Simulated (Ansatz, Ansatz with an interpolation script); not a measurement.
# Settings in Wannier-interpolated G0W0: Rb2NaYF6 (Fm-3m)

Wanted: errors and cost of interpolated bands of Rb2NaYF6 (Fm-3m) under coarser or faulty settings.

Program: Ansatz 0.2.0. Level of theory: maximally localised Wannier functions, LDA, plane waves, PAW; PAW set soft_1. Results are calculated unless marked as measured.

## (1) The starting structure

It takes space group Fm-3m (No. 225, cubic). The conventional cell has a = 8.895 Å, b = 8.895 Å, c = 8.895 Å, α = 90.00°, β = 90.00°, γ = 90.00°. Nearest to Rb lie 12 F at 3.15 Å. Na has 6 F at 2.28 Å nearest. Nearest to Y lie 6 F at 2.17 Å. F has 1 Y at 2.17 Å and 1 Na at 2.28 Å and 4 Rb at 3.15 Å nearest. Farther neighbours and most contacts between anions are not listed.

The cell and positions come from the Crystallography Open Database and are kept as given unless a step says otherwise.

## (2) Wannier model on 8×8×8

Localised functions give a small Hamiltonian that interpolates between mesh points at no cost.

input.yaml reads:

```yaml
crystal:
  lattice:
    - [0.0, 4.4475, 4.4475]
    - [4.4475, 0.0, 4.4475]
    - [4.4475, 4.4475, 0.0]
  atoms:
    - { symbol: Rb, position: [0.25, 0.25, 0.25] }
    - { symbol: Rb, position: [0.75, 0.75, 0.75] }
    - { symbol: Na, position: [0.5, 0.5, 0.5] }
    - { symbol: "Y", position: [0.0, 0.0, 0.0] }
    - { symbol: F, position: [0.756, 0.244, 0.244] }
    - { symbol: F, position: [0.244, 0.756, 0.244] }
    - { symbol: F, position: [0.244, 0.756, 0.756] }
    - { symbol: F, position: [0.756, 0.244, 0.756] }
    - { symbol: F, position: [0.244, 0.244, 0.756] }
    - { symbol: F, position: [0.756, 0.756, 0.244] }
kpoints:
  mp_grid: { grid: [4, 4, 4] }
hamiltonian:
  xc: lda
  pseudopotentials: { kind: paw, azcp: { folder: soft_1 }, xc_functional: pbe }
scf:
  occupations: { method: fixed }
  n_extra_bands: 93
output:
  wannier:
    kmesh: [8, 8, 8]
    projections:
      - { species: F, l: p, shell: 2 }
      - { species: Rb, l: s, shell: 5 }
      - { species: Rb, l: p, shell: 4 }
      - { species: "Y", l: d, shell: 4 }
    minimise: true
    write_hr: true
    seedname: w
    conv_tol: 1.0e-06
    max_iter: 20000
    stability_check: false
    disentanglement:
      window: [-5.76, 14.79]
      frozen_window: [-5.76, 10.15]
      conv_tol: 1.0e-08
```

Launch:

```sh
> ansatz run input.yaml --threads 2 --pin off --max-ram 92160MiB --backend cuda --events-out ev --progress --plain --runs-dir out --devices 1 --max-vram 13GiB
```

Numbers of over 12 decimals in the logs are rounded to 6 here.

Log:

```text
scf.n_extra_bands = 93 over 40 filled bands (N_el = 80.0): the run solves 133 bands
GPUs: using 1 of 1 available (devices: 1).
Engine: ansatz 0.2.0, x86_64-unknown-linux-gnu
Pseudopotentials: kind: paw
Pseudopotential: Rb, paw, valence charge 9, recommended cutoff 420 eV (normal), soft_1/Rb.paw.azcp
Pseudopotential: Na, paw, valence charge 9, recommended cutoff 420 eV (normal), soft_1/Na.paw.azcp
Pseudopotential: Y, paw, valence charge 11, recommended cutoff 420 eV (normal), soft_1/Y.paw.azcp
Pseudopotential: F, paw, valence charge 7, recommended cutoff 420 eV (normal), soft_1/F.paw.azcp
Functional definition: SPW92
  exchange = slater_x
  correlation = pw_c
device memory: the entry about to start is reckoned to put 3.4 GiB on a device that reports 44.3 GiB free (of which the cap on the GPU budget leaves the run 13.0 GiB)
GPU FFT provider: cuFFT
GPU libraries: cuBLAS 13.8.2, cuFFT 12.4.0, cuSOLVER 12.3.4
Crystal: 10 atoms, lattice volume = 175.945 Å³
Basis set: ecut = 420 eV, 3479 PW (Γ)
Bands: 133, of which v1, the nominal top of the filled ones, is band 40 counted from 1 (39 counted from 0)
Symmetry: 48 space group operations
Space group: Fm-3m (ITA 225), of the structure as read, at distance tolerance 5.6e-5 Å
k-points: 8 of 64
Non-local potential: Rb, projectors of the file, l = 0: 3, l = 1: 2, l = 2: 2
Non-local potential: Na, projectors of the file, l = 0: 3, l = 1: 2, l = 2: 1
Non-local potential: Y, projectors of the file, l = 0: 3, l = 1: 2, l = 2: 2, l = 3: 1
Non-local potential: F, projectors of the file, l = 0: 2, l = 1: 2, l = 2: 1
PAW form: soft (Blöchl's): semilocal exchange-correlation on the pseudo side does not see the compensation charge
PAW frozen core: Rb, regenerated for the run's functional, and the local potential with it (the file was generated under x = pbe(κ = 0.804, μ = 0.219515), c = pbe(β = 0.066725))
PAW frozen core: Na, regenerated for the run's functional, and the local potential with it (the file was generated under x = pbe(κ = 0.804, μ = 0.219515), c = pbe(β = 0.066725))
PAW frozen core: Y, regenerated for the run's functional, and the local potential with it (the file was generated under x = pbe(κ = 0.804, μ = 0.219515), c = pbe(β = 0.066725))
PAW frozen core: F, regenerated for the run's functional, and the local potential with it (the file was generated under x = pbe(κ = 0.804, μ = 0.219515), c = pbe(β = 0.066725))
PAW one-centre angular grid: Rb, 110 points (default); XC on 64 Gauss nodes
PAW one-centre angular grid: Na, 110 points (default); XC on 64 Gauss nodes
PAW one-centre angular grid: Y, 590 points (default); XC on 64 Gauss nodes
PAW one-centre angular grid: F, 110 points (default); XC on 64 Gauss nodes
[...]
SCF iter   4: F=—  HF=-16332.884168 eV  |F-HF|=—  |Δ(HF+E_count)|=   1.26e-1  Δρ=5.21e-3  dr2=4.65e-2  ethr=7.34e-4  ⟨swp⟩=2.0  Hψ=1253  notcnv=0  defer=715
SCF iter   5: F=—  HF=-16332.874975 eV  |F-HF|=—  |Δ(HF+E_count)|=   9.19e-3  Δρ=1.01e-3  dr2=1.57e-3  ethr=5.81e-5  ⟨swp⟩=2.1  Hψ=717  notcnv=0  defer=718
SCF iter   6: F=—  HF=-16332.874892 eV  |F-HF|=—  |Δ(HF+E_count)|=   8.23e-5  Δρ=2.68e-4  dr2=9.11e-5  ethr=1.97e-6  ⟨swp⟩=2.0  Hψ=710  notcnv=0  defer=724
SCF iter   7: F=—  HF=-16332.875055 eV  |F-HF|=—  |Δ(HF+E_count)|=   1.63e-4  Δρ=5.93e-5  dr2=5.55e-6  ethr=1.14e-7  ⟨swp⟩=2.0  Hψ=897  notcnv=0  defer=695
SCF iter   8: F=—  HF=-16332.875056 eV  |F-HF|=—  |Δ(HF+E_count)|=   1.51e-6  Δρ=1.32e-5  dr2=2.03e-7  ethr=6.94e-9  ⟨swp⟩=2.0  Hψ=690  notcnv=0  defer=696
SCF iter   9: F=-16332.875056 eV  HF=-16332.875056 eV  |F-HF|=3.97e-10  |Δ(HF+E_count)|=   2.09e-8  Δρ=1.15e-6  dr2=2.33e-9  ethr=1.25e-10  ⟨swp⟩=13.2  Hψ=8658  notcnv=0
SCF 1 converged in 9 iterations: F = -16332.875056 eV  dr2 = 2.33e-9
[...]
device memory: the entry about to start is reckoned to put 4.1 GiB (of the 4.2 GiB reckoned in all, the device holds 0.1 GiB already) on a device that reports 57.8 GiB free (of which the cap on the GPU budget leaves the run 12.9 GiB)
NSCF: frozen V_eff on 8 k-points
[...]
device memory: the entry about to start is reckoned to put 3.0 GiB on a device that reports 57.9 GiB free (of which the cap on the GPU budget leaves the run 13.0 GiB)
NSCF: frozen V_eff on 32 k-points
the Wannier pass solved 32 of the 512 points of its mesh, and has the states at the others by symmetry: states obtained by the crystal's operations at points that were solved too leave a residual of 4.23e-13 eV (read by the count's bands and the next), within 5.56e-6 eV
SCF converged after 9 iterations
Free energy (F): -16332.875056 eV
Harris-Foulkes:  -16332.875056 eV  (|F-HF|=3.97e-10)
Internal energy: -16332.875056 eV  (E = F + TS)
E sigma→0 (E₀):  -16332.875056 eV
Fermi energy:    1.260742 eV
--- Per-component energies (eV) ---
  E_band       = -704.480426
  E_kinetic    = 1971.341243
  E_local      = -6977.553690  (includes V_loc(G=0)·N_el)
  E_nonlocal   = 1226.609003
  E_hartree    = 2420.263013
  E_xc         = -913.393065
  E_vxc        = -1098.892358  (∫ρ·V_xc dr)
  E_paw        = -9194.381442  (= ΣΔE_a)
  E_vpaw       = -666.515730  (= ΣTr[D̂ρ^β])
  E_aug_tail   = 0.004243  (compensation charges beyond the density's cutoff)
  E_ewald      = -4867.456865
  E_core_change = 1.692503  (= ΣΔE_core)
  E_smearing   = -0.000000  (= −TS)
  E_closure    = -0.000000  (closes the sum)
  Σ components = -16332.875056   (vs F -16332.875056, Δ=0.00e0)
--- Band table (eV; the first three rows and the last of 8) ---
  k-point 0: bands = [... 36 lower, 1.0974, 1.2607, 1.2607, 1.2607, 7.5525, 9.5195, 9.5195, 9.5195, ... 89 higher]
  k-point 1: bands = [... 36 lower, 1.0540, 1.1759, 1.1759, 1.2026, 8.2053, 9.5650, 9.5650, 9.5750, ... 89 higher]
  k-point 2: bands = [... 36 lower, 1.0204, 1.0436, 1.0436, 1.1048, 9.5168, 9.6101, 9.6101, 9.7008, ... 89 higher]
  k-point 7: bands = [... 36 lower, 0.9015, 0.9015, 1.1232, 1.1232, 9.6456, 9.6456, 9.7147, 10.4260, ... 89 higher]
Wannier search: line search 1 of at most 20000: gauge-dependent spread (as the search counts it) 4.7914629 Å², largest recent change 1.3e0 Å² against conv_tol 1.0e-6 Å², 0 stops escaped
```

Elapsed: 37 s, on 1 × NVIDIA H100 80GB HBM3 (shared by 6 runs) with 2 threads of AMD EPYC 7R13 (Zen 3), shared host; peak memory 2.2 GiB; 49 s of CPU time.

Numbers from this step:

```
gauge-invariant spread     : 45.33 Å²
diagonal spread            : 0.07240 Å²
off-diagonal spread        : 2.968 Å²
total spread               : 48.37 Å²
least projectability       : 0.6600
localisation steps         : 64
disentanglement steps      : 237
r.m.s. interpolation error : 9.79e-4 eV
r.m.s. error near the gap  : 0.001104 eV
```

Near the gap the model misses directly solved bands by 1.1 meV r.m.s. and by 25 meV at most in the window tested. This tests the starting bands, not the corrections carried with them.

## (3) Wannier model on 4×4×4

Edit input.yaml of step 2 so:

```diff
@@ -26,3 +26,3 @@
   wannier:
-    kmesh: [8, 8, 8]
+    kmesh: [4, 4, 4]
     projections:
```

Log:

```text
[...]
GPUs: using 1 of 1 available (devices: 1).
[...]
GPU FFT provider: cuFFT
GPU libraries: cuBLAS 13.8.2, cuFFT 12.4.0, cuSOLVER 12.3.4
Crystal: 10 atoms, lattice volume = 175.945 Å³
Basis set: ecut = 420 eV, 3479 PW (Γ)
Bands: 133, of which v1, the nominal top of the filled ones, is band 40 counted from 1 (39 counted from 0)
Symmetry: 48 space group operations
[...]
k-points: 8 of 64
[...]
GPU buffer pool allocated for 91125 grid points (all kernels)
[...]
SCF iter   1: F=—  HF=-16343.646333 eV  |F-HF|=—  |Δ(HF+E_count)|=         —  Δρ=1.61e-1  dr2=3.88e1  ethr=3.10e-3  ⟨swp⟩=4.4  Hψ=3847  notcnv=0  defer=701
[...]
SCF iter   9: F=-16332.875056 eV  HF=-16332.875056 eV  |F-HF|=3.97e-10  |Δ(HF+E_count)|=   2.09e-8  Δρ=1.15e-6  dr2=2.33e-9  ethr=1.25e-10  ⟨swp⟩=13.2  Hψ=8658  notcnv=0
SCF 1 converged in 9 iterations: F = -16332.875056 eV  dr2 = 2.33e-9
[...]
NSCF: frozen V_eff on 8 k-points
[...]
SCF converged after 9 iterations
Free energy (F): -16332.875056 eV
[...]
Internal energy: -16332.875056 eV  (E = F + TS)
E sigma→0 (E₀):  -16332.875056 eV
Fermi energy:    1.260742 eV
[...]
--- Band table (eV; the first three rows and the last of 8) ---
  k-point 0: bands = [... 36 lower, 1.0974, 1.2607, 1.2607, 1.2607, 7.5525, 9.5195, 9.5195, 9.5195, ... 89 higher]
  k-point 1: bands = [... 36 lower, 1.0540, 1.1759, 1.1759, 1.2026, 8.2053, 9.5650, 9.5650, 9.5750, ... 89 higher]
  k-point 2: bands = [... 36 lower, 1.0204, 1.0436, 1.0436, 1.1048, 9.5168, 9.6101, 9.6101, 9.7008, ... 89 higher]
  k-point 7: bands = [... 36 lower, 0.9015, 0.9015, 1.1232, 1.1232, 9.6456, 9.6456, 9.7147, 10.4260, ... 89 higher]
[...]
```

Wall time 14 s (1 × NVIDIA H100 80GB HBM3 (shared by 6 runs) with 2 threads); peak memory 1.1 GiB.

Numbers from this step:

```yaml
gauge_invariant_spread: 40.12 Å²
diagonal_spread: 0.02143 Å²
off_diagonal_spread: 2.530 Å²
total_spread: 42.67 Å²
least_projectability: 0.6534
localisation_steps: 27
disentanglement_steps: 88
r_m_s_interpolation_error: 0.005648 eV
r_m_s_error_near_the_gap: 0.006371 eV
```

Near the gap the model misses directly solved bands by 6.4 meV r.m.s. and by 93 meV at most in the window tested. This tests the starting bands, not the corrections carried with them.

Frozen up to 8.89 eV; above it the model need not follow the bands. Electronic bands along the path, in eV, zero at the valence-band top; v1 is the highest filled band, c1 the lowest empty one:

```tsv
point	v4	v3	v2	v1	c1	c2	c3	c4
Γ	-0.16	0.00	0.00	0.00	6.29	8.26	8.26	8.26
halfway	-0.26	-0.13	-0.13	-0.01	7.13	8.32	8.34	8.34
X	-0.42	-0.24	-0.24	-0.01	8.36	8.41	8.45	8.45
halfway	-0.35	-0.29	-0.25	-0.03	8.36	8.42	8.45	8.56
U	-0.30	-0.27	-0.25	-0.07	8.35	8.42	8.44	8.87
jump to K	-0.30	-0.27	-0.25	-0.07	8.35	8.42	8.44	8.87
halfway	-0.22	-0.16	-0.09	-0.07	7.25	8.32	8.34	8.34
Γ	-0.16	0.00	0.00	0.00	6.29	8.26	8.26	8.26
halfway	-0.21	-0.08	-0.08	-0.06	6.94	8.30	8.30	8.31
L	-0.24	-0.22	-0.22	-0.16	8.26	8.35	8.35	8.44
halfway	-0.31	-0.24	-0.16	-0.15	8.32	8.37	8.42	8.72
W	-0.36	-0.36	-0.14	-0.14	8.38	8.38	8.45	9.26
halfway	-0.30	-0.28	-0.27	-0.04	8.37	8.40	8.45	8.68
X	-0.42	-0.24	-0.24	-0.01	8.36	8.41	8.45	8.45
```

The same for Kohn-Sham, solved directly:

```tsv
point	v4	v3	v2	v1	c1	c2	c3	c4
Γ	-0.16	0.00	0.00	0.00	6.29	8.26	8.26	8.26
X	-0.42	-0.24	-0.24	-0.01	8.36	8.41	8.46	8.46
U	-0.30	-0.27	-0.25	-0.07	8.35	8.42	8.44	8.79
K	-0.30	-0.27	-0.25	-0.07	8.35	8.42	8.44	8.79
Γ	-0.16	0.00	0.00	0.00	6.29	8.26	8.26	8.26
L	-0.24	-0.22	-0.22	-0.16	8.26	8.35	8.35	8.44
W	-0.36	-0.36	-0.14	-0.14	8.38	8.38	8.45	9.17
X	-0.42	-0.24	-0.24	-0.01	8.36	8.41	8.46	8.46
```

## (4) A faulty Wannier input

Edit input.yaml of step 3 so:

```diff
@@ -40,3 +40,3 @@
       window: [-5.76, 14.79]
-      frozen_window: [-5.76, 10.15]
+      frozen_window: [-5.76, 14.29]
       conv_tol: 1.0e-08
```

Log:

```text
scf.n_extra_bands = 93 over 40 filled bands (N_el = 80.0): the run solves 133 bands
GPUs: using 1 of 1 available (devices: 1).
Engine: ansatz 0.2.0, x86_64-unknown-linux-gnu
Pseudopotentials: kind: paw
Pseudopotential: Rb, paw, valence charge 9, recommended cutoff 420 eV (normal), soft_1/Rb.paw.azcp
Pseudopotential: Na, paw, valence charge 9, recommended cutoff 420 eV (normal), soft_1/Na.paw.azcp
Pseudopotential: Y, paw, valence charge 11, recommended cutoff 420 eV (normal), soft_1/Y.paw.azcp
Pseudopotential: F, paw, valence charge 7, recommended cutoff 420 eV (normal), soft_1/F.paw.azcp
Functional definition: SPW92
  exchange = slater_x
  correlation = pw_c
device memory: the entry about to start is reckoned to put 3.4 GiB on a device that reports 43.7 GiB free (of which the cap on the GPU budget leaves the run 13.0 GiB)
GPU FFT provider: cuFFT
GPU libraries: cuBLAS 13.8.2, cuFFT 12.4.0, cuSOLVER 12.3.4
Crystal: 10 atoms, lattice volume = 175.945 Å³
Basis set: ecut = 420 eV, 3479 PW (Γ)
Bands: 133, of which v1, the nominal top of the filled ones, is band 40 counted from 1 (39 counted from 0)
Symmetry: 48 space group operations
Space group: Fm-3m (ITA 225), of the structure as read, at distance tolerance 5.6e-5 Å
k-points: 8 of 64
Non-local potential: Rb, projectors of the file, l = 0: 3, l = 1: 2, l = 2: 2
Non-local potential: Na, projectors of the file, l = 0: 3, l = 1: 2, l = 2: 1
Non-local potential: Y, projectors of the file, l = 0: 3, l = 1: 2, l = 2: 2, l = 3: 1
Non-local potential: F, projectors of the file, l = 0: 2, l = 1: 2, l = 2: 1
[...]
NSCF: frozen V_eff on 11 k-points
the Wannier pass solved 11 of the 64 points of its mesh, and has the states at the others by symmetry: states obtained by the crystal's operations at points that were solved too leave a residual of 3.32e-13 eV (read by the count's bands and the next), within 6.67e-6 eV
SCF converged after 9 iterations
Free energy (F): -16332.875056 eV
Harris-Foulkes:  -16332.875056 eV  (|F-HF|=3.97e-10)
Internal energy: -16332.875056 eV  (E = F + TS)
E sigma→0 (E₀):  -16332.875056 eV
Fermi energy:    1.260742 eV
--- Per-component energies (eV) ---
  E_band       = -704.480426
  E_kinetic    = 1971.341243
  E_local      = -6977.553690  (includes V_loc(G=0)·N_el)
  E_nonlocal   = 1226.609003
  E_hartree    = 2420.263013
  E_xc         = -913.393065
  E_vxc        = -1098.892358  (∫ρ·V_xc dr)
  E_paw        = -9194.381442  (= ΣΔE_a)
  E_vpaw       = -666.515730  (= ΣTr[D̂ρ^β])
  E_aug_tail   = 0.004243  (compensation charges beyond the density's cutoff)
  E_ewald      = -4867.456865
  E_core_change = 1.692503  (= ΣΔE_core)
  E_smearing   = -0.000000  (= −TS)
  E_closure    = -0.000000  (closes the sum)
  Σ components = -16332.875056   (vs F -16332.875056, Δ=0.00e0)
--- Band table (eV; the first three rows and the last of 8) ---
  k-point 0: bands = [... 36 lower, 1.0974, 1.2607, 1.2607, 1.2607, 7.5525, 9.5195, 9.5195, 9.5195, ... 89 higher]
  k-point 1: bands = [... 36 lower, 1.0540, 1.1759, 1.1759, 1.2026, 8.2053, 9.5650, 9.5650, 9.5750, ... 89 higher]
  k-point 2: bands = [... 36 lower, 1.0204, 1.0436, 1.0436, 1.1048, 9.5168, 9.6101, 9.6101, 9.7008, ... 89 higher]
  k-point 7: bands = [... 36 lower, 0.9015, 0.9015, 1.1232, 1.1232, 9.6456, 9.6456, 9.7147, 10.4260, ... 89 higher]
WARN: one of the run's output files is refused, and neither it nor the files that depend on it are written in full: <dir> frozen window holds 39 > num_wann = 31 bands at ik = 0 (ik counts from 0, the k-points of the .win, .mmn and .eig files from 1)
```

Run time: 9.9 s. Hardware: 1 × NVIDIA H100 80GB HBM3 (shared by 6 runs) with 2 threads; peak memory 1.1 GiB.

The run ended with an error after its SCF cycle had converged; no result of it is taken.

The fault put into this input: a frozen window with more states than functions.

## (5) G0W0: 4×4×4 mesh, 733 empty bands, screening to 150 eV, PAW set soft_1 files

Now the one-shot GW correction: screening in the RPA, then the self-energy of the levels asked for.

This step: G0W0 on LDA, plane waves, PAW; PAW set soft_1.

input.yaml, the sections that differ from step 4:

```yaml
scf:
  occupations: { method: fixed }
gw:
  n_empty_bands: 733
  ecut_chi: 150.0
  qp_bands: [v24, c6]
  screening: { model: contour_deformation }
# crystal, kpoints, hamiltonian: as in step 4
# output: removed
```

Log:

```text
GPUs: using 1 of 1 available (devices: 1).
[...]
GPU FFT provider: cuFFT
GPU libraries: cuBLAS 13.8.2, cuFFT 12.4.0, cuSOLVER 12.3.4
Crystal: 10 atoms, lattice volume = 175.945 Å³
Basis set: ecut = 420 eV, 3479 PW (Γ)
Bands: 50, of which v1, the nominal top of the filled ones, is band 40 counted from 1 (39 counted from 0)
Symmetry: 48 space group operations
[...]
k-points: 8 of 64
[...]
0    24     -0.1311   -30.1987     5.4759   -22.5984  0.7761    -2.3176    -2.2555  root
[...]
7    43      9.7146   -10.2421    -4.0393   -16.7015  0.8489    12.1803    12.1346  root
     7    44     10.4260    -6.6760    -3.4067   -11.9857  0.8699    12.3532    12.3290  root
     7    45     10.4260    -6.6760    -3.4067   -11.9857  0.8699    12.3532    12.3290  root
     7    46     10.5689    -6.9218    -3.4838   -12.3713  0.8734    12.5597    12.5345  root
[key lines of the parts left out:]
SCF converged after 9 iterations
Free energy (F): -16332.875056 eV
Fermi energy:    1.260696 eV
```

Elapsed: 2 min, on 1 × NVIDIA H100 80GB HBM3 (shared by 6 runs) with 2 threads; peak memory 2.1 GiB; 3.3 min of CPU time.

The G0W0 gap on the mesh is 9.995 eV.

(Part 1 of 2 ends here.)

[Paths, hosts, dates, memory and timing lines, banners, echoed tables and standing remarks are left out of the program output.]

[Logs are printed without paths, hosts, clocks, repeated set-up lines and the standing remarks that a program may print on its own settings, such as how far it seeks lower states.]

[Runs of the session that timed out or met a known fault of the program may be left out.]

[Hosts, paths, dates, database ids (printed as entryN), source tags and the programs' standing remarks are cut or masked in the printed files.]
